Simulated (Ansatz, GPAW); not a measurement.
# Work function of a 4-layer slab of Ca(110) at several levels, part 2 of 2

How far do functional and basis move the work function of a 4-layer slab of Ca(110)?

GPAW 26.7.0 and Ansatz 0.2.0; Ansatz plane waves; slab in vacuum with a dipole correction, relaxation; PAW set soft_1 (the session's first sound run).

So far, upper work function (eV): step 2 (relaxation, PBE) 2.77; step 4 (self-consistent run: xc = "RPBE") 2.69; step 5 (self-consistent run: xc = "revPBE") 2.70; step 6 (self-consistent run: xc = "vdW-DF2", GPAW, PAW setups, GPAW) 2.99; step 7 (real-space grid: mode = "fd", PBE, GPAW) 2.77.

**8. Atomic orbitals: mode = "lcao"**

Atom-centred orbitals end a few angstrom from the surface, which tests how much the density's tail matters.

Contents of run.py:

```python
import json
import numpy as np
from ase import Atoms
from gpaw import GPAW

slab = Atoms(
    ['Ca', 'Ca', 'Ca', 'Ca'],
    positions=[
        [2.79000, 1.97283, 9.00000],
        [0.00000, 0.00000, 10.97283],
        [2.79000, 1.97283, 12.81091],
        [-0.00000, 0.00000, 14.72225]],
    cell=[[5.58, 0.0, 0.0], [0.0, 3.94566, 0.0], [0.0, 0.0, 23.91848]],
    pbc=[True, True, False])

slab.calc = GPAW(mode='lcao', basis='dzp', h=0.18, xc='PBE', kpts={'size': (6, 8, 1), 'gamma': True},
                 occupations={'name': 'fermi-dirac', 'width': 0.1}, nbands='120%',
                 convergence={'density': 1e-05}, maxiter=200,
                 poissonsolver={'dipolelayer': 'xy'},
                 symmetry={'tolerance': 1e-3}, txt='slab.txt')
result = {}
energy = slab.get_potential_energy()
fermi = slab.calc.get_fermi_level()
v = slab.calc.get_electrostatic_potential().mean((0, 1)) - fermi
n = slab.calc.get_pseudo_density().mean((0, 1))
L = slab.cell[2, 2]
z = np.arange(len(v)) * L / len(v)
low, high = slab.positions[:, 2].min(), slab.positions[:, 2].max()
below, above = np.interp([low - 6.8, high + 6.8], z, v)
slopes = [np.interp(x, z, np.gradient(v, z)) for x in (low - 6.8, high + 6.8)]
eps = np.array([[slab.calc.get_eigenvalues(k, s) for k in range(len(slab.calc.get_ibz_k_points()))]
                for s in range(slab.calc.get_number_of_spins())]) - fermi
top, bottom = eps[eps < 0].max(), eps[eps > 0].min()
dipole = slab.get_dipole_moment()[2]
print(f'energy {energy:.4f} eV, Fermi level {fermi:.4f} eV, dipole {dipole:.5f} e A')
print(f'potential 6.8 A off the faces, from the Fermi level: lower {below:.4f} eV, upper {above:.4f} eV')
print(f'slope of the potential there: lower {slopes[0]:.5f}, upper {slopes[1]:.5f} eV/A')
print(f'nearest levels on the mesh: {top:.4f} and {bottom:.4f} eV')
print('magnetic moment', round(slab.get_magnetic_moment(), 3))
result.update(energy=energy, fermi=fermi, dipole=dipole, below=below, above=above, slopes=slopes, edges=[top, bottom],
              z=z.tolist(), v=v.tolist(), n=n.tolist(), positions=slab.positions.tolist(),
              forces=slab.get_forces(apply_constraint=False).tolist(), moments=slab.get_magnetic_moments().tolist())
json.dump(result, open('result.json', 'w'))
```

The run is started by

```sh
$ OMP_NUM_THREADS=1 OPENBLAS_NUM_THREADS=1 python run.py
```

The job ended after 10 min (1 thread of Intel Xeon Platinum 8375C at 2.90GHz (Ice Lake), shared host; peak memory 0.48 GiB).

This step gave:

| Item | Value |
| --- | --- |
| dipole along the normal | -4.54e-4 e·Å |
| levels nearest the Fermi level on the mesh | -0.05263, 0.002498 eV from the Fermi level |
| upper work function | 2.729 eV |
| lower work function | 2.725 eV |

The electrostatic potential energy of an electron (without an applied field's), less the Fermi level, planar mean oscillates, so the rows of the table below give means over windows of 1 Å about each position, cut where the curve ends. Its maxima inside the range that stand out by 2 % of the span (Å: eV): 10.0: -0.999, 11.9: -1.38, 13.8: -1.23. Its minima: 9.0: -6.48, 11.0: -6.27, 12.8: -6.27, 14.7: -6.51.

Electrostatic potential energy of an electron (without an applied field's), less the Fermi level, planar mean against z; means over each step:

z (Å), electrostatic potential energy of an electron (without an applied field's), less the Fermi level, planar mean (eV) and a bar from the least value:
```
        0       2.73 ##############################
        1       2.72 ##############################
        2       2.72 ##############################
        3       2.72 ##############################
        4       2.72 ##############################
        5       2.72 ##############################
        6       2.66 ##############################
        7       2.26 ############################
        8       0.20 ####################
        9      -5.02 
       10      -1.66 #############
       11      -4.88 #
       12      -2.23 ###########
       13      -4.63 ##
       14      -2.45 ##########
       15      -4.25 ###
       16       1.16 ########################
       17       2.45 #############################
       18       2.70 ##############################
       19       2.73 ##############################
       20       2.73 ##############################
       21       2.73 ##############################
       22       2.73 ##############################
       23       2.73 ##############################
```

The upper face's work function is 2.729 eV, against 2.769 eV in the first plane-wave PBE run at this geometry.

**9. Cost and result by level**

Times are for 1 thread of Intel Xeon Platinum 8375C at 2.90GHz (Ice Lake), shared host. The runs compared:

```
no.      run  upper work function (eV)  lower work function (eV)     time  memory (GiB)
  1       pw                     2.769                     2.765  2.4 min          0.36
  2     RPBE                     2.695                     2.691  2.4 min          0.35
  3   revPBE                     2.695                     2.692  2.4 min          0.35
  4  vdW DF2                     2.993                     2.990   10 min          0.66
  5       fd                     2.768                     2.765   24 min           1.5
  6     lcao                     2.729                     2.725   10 min          0.48
```

**10. A second plane-wave code**

A second program with its own datasets checks the number independently.

This step: Ansatz plane waves; slab in vacuum with a dipole correction; PAW set soft_1 (Ansatz 0.2.0).

Contents of input.yaml:

```yaml
crystal:
  lattice:
    - [5.58, 0.0, 0.0]
    - [0.0, 3.945655839, 0.0]
    - [0.0, 0.0, 23.9184837585]
  atoms:
    - { symbol: Ca, position: [0.5, 0.5, 0.3762780321] }
    - { symbol: Ca, position: [0.0, 0.0, 0.458759344] }
    - { symbol: Ca, position: [0.5, 0.5, 0.5356070866] }
    - { symbol: Ca, position: [0.0, 0.0, 0.6155178697] }
kpoints:
  mp_grid: { grid: [6, 8, 1] }
hamiltonian:
  xc: pbe
  pseudopotentials: { kind: paw, azcp: { folder: soft_1 } }
scf:
  occupations: { method: fermi_dirac, width: 0.1 }
efield:
  axis: 3
  dipole_correction: true
  ramp_width: 0.05
output:
  forces: true
  write_potential: true
  write_density: true
  volumetric_format: npy
```

The run is started by

```sh
$ ansatz run input.yaml --threads 4 --pin off --max-ram 8192MiB --backend cpu --events-out ev --progress --plain --runs-dir out
```

The job ended after 13 s (4 threads; peak memory 0.86 GiB).

Numbers from this step:

```yaml
upper_work_function: 2.766 eV
lower_work_function: 2.762 eV
dipole_along_the_normal: -4.87e-4 e·Å
dipole_field: -1.67e-4 V/Å
```

The electrostatic potential energy of an electron (with the applied field's), less the Fermi level, planar mean oscillates, so the rows of the table below give means over windows of 1 Å about each position, cut where the curve ends. Its maxima inside the range that stand out by 2 % of the span (Å: eV): 10.0: -0.957, 12.0: -1.41, 13.8: -1.20. Its minima: 9.0: -5.12, 10.9: -4.84, 12.9: -4.88, 14.7: -5.14.

Electrostatic potential energy of an electron (with the applied field's), less the Fermi level, planar mean against z; means over each step:

```
z (Å)  electrostatic potential energy of an electron (with the applied field's), less the Fermi level, planar mean (eV)
    0                                                                                                              2.76
    1                                                                                                              2.76
    2                                                                                                              2.76
    3                                                                                                              2.76
    4                                                                                                              2.76
    5                                                                                                              2.75
    6                                                                                                              2.68
    7                                                                                                              2.27
    8                                                                                                             0.184
    9                                                                                                             -4.23
   10                                                                                                             -1.70
   11                                                                                                             -4.08
   12                                                                                                             -2.21
   13                                                                                                             -3.88
   14                                                                                                             -2.35
   15                                                                                                             -3.59
   16                                                                                                              1.15
   17                                                                                                              2.46
   18                                                                                                              2.72
   19                                                                                                              2.76
   20                                                                                                              2.77
   21                                                                                                              2.77
   22                                                                                                              2.77
   23                                                                                                              2.77
```

The valence density, planar mean by z:

z (Å), valence density, planar mean (e/Å³) and a bar:
```
      4.0      0.000 
      4.5      0.000 
      5.0      0.000 
      5.5      0.001 
      6.0      0.001 
      6.5      0.003 
      7.0      0.007 #
      7.5      0.014 #
      8.0      0.038 ###
      8.5      0.200 ###############
      9.0      0.390 #############################
      9.5      0.212 ################
     10.0      0.083 ######
     10.5      0.234 ##################
     11.0      0.400 ##############################
     11.5      0.205 ###############
     12.0      0.109 ########
     12.5      0.318 ########################
     13.0      0.373 ############################
     13.5      0.139 ##########
     14.0      0.124 #########
     14.5      0.351 ##########################
     15.0      0.319 ########################
     15.5      0.081 ######
     16.0      0.020 #
     16.5      0.009 #
     17.0      0.004 
     17.5      0.002 
     18.0      0.001 
     18.5      0.000 
     19.0      0.000 
     19.5      0.000 
     20.0      0.000
```

Force by atom:

```csv
atom,x (eV/Å),y (eV/Å),z (eV/Å),size
Ca1,0.0000,0.0000,0.0714,0.0714
Ca2,0.0000,0.0000,-0.0687,0.0687
Ca3,0.0000,0.0000,-0.0008,0.0008
Ca4,0.0000,0.0000,-0.0019,0.0019
```

The upper face's work function is 2.766 eV, against 2.769 eV in the first plane-wave PBE run at this geometry.

**11. Side by side**

Results and costs are gathered.

This step: comparison of work functions, dipole and cost; PAW set soft_1 (GPAW 26.7.0).

Ladder, by row:

```
   step    code  work function, upper (eV)  work function, lower (eV)  dipole (e Å)  wall time (s)  peak memory (GiB)  threads
     pw    GPAW                      2.769                      2.765      -4.63e-4          141.9               0.36        1
   RPBE    GPAW                      2.695                      2.691      -4.08e-4          143.8               0.35        1
 revPBE    GPAW                      2.695                      2.692      -4.09e-4          145.5               0.35        1
vdW-DF2    GPAW                      2.993                       2.99      -3.00e-4          623.8               0.66        1
     fd    GPAW                      2.768                      2.765      -4.76e-4           1455               1.46        1
   lcao    GPAW                      2.729                      2.725      -4.54e-4          629.1               0.48        1
 ansatz  Ansatz                      2.766                      2.762      -4.87e-4          12.54               0.86        4
```

**12. A changed run**

One more run, with changed settings.

This step: GPAW, PAW setups; slab in vacuum (GPAW 26.7.0).

Changes to run.py since step 8:

```diff
@@ -3,3 +3,3 @@
 from ase import Atoms
-from gpaw import GPAW
+from gpaw import GPAW, PW
 
@@ -15,5 +15,5 @@
 
-slab.calc = GPAW(mode='lcao', basis='dzp', h=0.18, xc='PBE', kpts={'size': (6, 8, 1), 'gamma': True},
-                 occupations={'name': 'fermi-dirac', 'width': 0.1}, nbands='120%',
-                 convergence={'density': 1e-05}, maxiter=200,
+slab.calc = GPAW(mode=PW(400), xc='PBE', kpts={'size': (6, 8, 1), 'gamma': True},
+                 occupations={'name': 'fermi-dirac', 'width': 0.1}, nbands='160%',
+                 convergence={'density': 1e-05}, maxiter=50,
                  poissonsolver={'dipolelayer': 'xy'},
@@ -28,4 +28,4 @@
 low, high = slab.positions[:, 2].min(), slab.positions[:, 2].max()
-below, above = np.interp([low - 6.8, high + 6.8], z, v)
-slopes = [np.interp(x, z, np.gradient(v, z)) for x in (low - 6.8, high + 6.8)]
+below, above = np.interp([low - 1.0, high + 1.0], z, v)
+slopes = [np.interp(x, z, np.gradient(v, z)) for x in (low - 1.0, high + 1.0)]
 eps = np.array([[slab.calc.get_eigenvalues(k, s) for k in range(len(slab.calc.get_ibz_k_points()))]
@@ -35,3 +35,3 @@
 print(f'energy {energy:.4f} eV, Fermi level {fermi:.4f} eV, dipole {dipole:.5f} e A')
-print(f'potential 6.8 A off the faces, from the Fermi level: lower {below:.4f} eV, upper {above:.4f} eV')
+print(f'potential 1.0 A off the faces, from the Fermi level: lower {below:.4f} eV, upper {above:.4f} eV')
 print(f'slope of the potential there: lower {slopes[0]:.5f}, upper {slopes[1]:.5f} eV/A')
```

The run is started by

```sh
$ OMP_NUM_THREADS=1 OPENBLAS_NUM_THREADS=1 python run.py
```

Run time: 2.3 min. Hardware: 1 thread; peak memory 0.35 GiB.

The run finished. A setting was moved off its sound value on purpose, so it serves as a test and not as the result.

The fault put into the input: the potential probed 1 A off the face (probe = 1.0).

**13. Results**

| Item | Value |
| --- | --- |
| work function, both faces | 2.77 eV |
| dipole along the normal | -4.6e-4 e Å |

With plane waves and PBE the work function is 2.77 eV on the upper face and 2.76 eV on the lower. Over the sound runs of the table the upper face's work function spans 2.695 (RPBE) to 2.993 eV (vdW-DF2). The two plane-wave codes differ by 0.0022 eV on the upper face. The small printed dipole stands for a step of 3.8 meV from the lower to the upper face, and the probes find 4.0 meV; values this small are near the numerical noise of both. The slab is only 5.7 Å thick between its outer nuclei, so the values belong to this film more than to the surface of the bulk metal. The in-plane lattice was kept as typed, which isn't the functional's own and leaves some strain; spin-orbit coupling and temperature are left out.

[Logs are printed without paths, hosts, clocks, repeated set-up lines and the standing remarks that a program may print on its own settings, such as how far it seeks lower states.]

[Hosts, paths, dates, database ids (printed as entryN), source tags and the programs' standing remarks are cut or masked in the printed files.]
